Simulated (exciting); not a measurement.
Two BSE runs for the F K edge of LiTaF6, space group R-3. Run A: exciting, all-electron LAPW+lo, LDA, exchange and screened direct term (singlet BSE), 3×3×3 shifted k points, 41 conduction bands, |G+q| up to 3 bohr⁻¹, full RPA screening with nempty = 72, Lorentzian half width 0.45 eV. Run B has a fault in its input.

Energy from the Kohn–Sham onset, core level to the lowest empty state found on the meshes used; one zero for both, scaled to A's maximum:

```
E (eV)     A     B
  -9.5  0.01  0.01
  -9.0  0.01  0.01
  -8.5  0.02  0.01
  -8.0  0.02  0.01
  -7.5  0.03  0.01
  -7.0  0.03  0.02
  -6.5  0.05  0.03
  -6.0  0.07  0.04
  -5.5  0.13  0.08
  -5.0  0.28  0.18
  -4.5  0.79  0.51
  -4.0  0.74  0.64
  -3.5  0.27  0.23
  -3.0  0.14  0.09
  -2.5  0.10  0.05
  -2.0  0.09  0.03
  -1.5  0.12  0.02
  -1.0  0.19  0.02
  -0.5  0.43  0.01
   0.0  0.59  0.01
   0.5  0.37  0.01
   1.0  0.29  0.01
   1.5  0.31  0.00
   2.0  0.39  0.00
   2.5  0.44  0.00
   3.0  0.43  0.00
   3.5  0.42  0.00
   4.0  0.41  0.00
   4.5  0.43  0.00
   5.0  0.49  0.00
   5.5  0.52  0.00
   6.0  0.53  0.00
   6.5  0.50  0.00
   7.0  0.50  0.00
   7.5  0.48  0.00
   8.0  0.43  0.00
   8.5  0.35  0.00
   9.0  0.30  0.00
   9.5  0.24  0.00
  10.0  0.20  0.00
  10.5  0.17  0.00
  11.0  0.16  0.00
  11.5  0.16  0.00
  12.0  0.15  0.00
  12.5  0.16  0.00
  13.0  0.16  0.00
  13.5  0.16  0.00
  14.0  0.16  0.00
  14.5  0.15  0.00
  15.0  0.14  0.00
  15.5  0.13  0.00
  16.0  0.13  0.00
  16.5  0.12  0.00
  17.0  0.12  0.00
  17.5  0.11  0.00
  18.0  0.11  0.00
  18.5  0.11  0.00
  19.0  0.12  0.00
  19.5  0.11  0.00
  20.0  0.10  0.00
  20.5  0.11  0.00
  21.0  0.12  0.00
  21.5  0.13  0.00
  22.0  0.12  0.00
  22.5  0.13  0.00
```

Question: What most likely went wrong in run B?

Far too few conduction bands in the BSE (conduction bands from 41 to 3). The spectrum differs from run A by 87 % r.m.s. The highest maximum lies at -4.2 eV (0.75), against -4.3 eV (1.00). The first bright state moves from -4.27 to -4.20 eV. Transitions to the missing bands are absent and can't mix into the lines that are left. Other settings could leave a like mark; this is the change that was made.

[Banner, clock and machine lines of the logs are left out without a mark of their own.]

[Logs are printed without paths, hosts, clocks, repeated set-up lines and the standing remarks that a program may print on its own settings, such as how far it seeks lower states.]

[Hosts, paths, dates, database ids (printed as entryN), source tags and the programs' standing remarks are cut or masked in the printed files.]
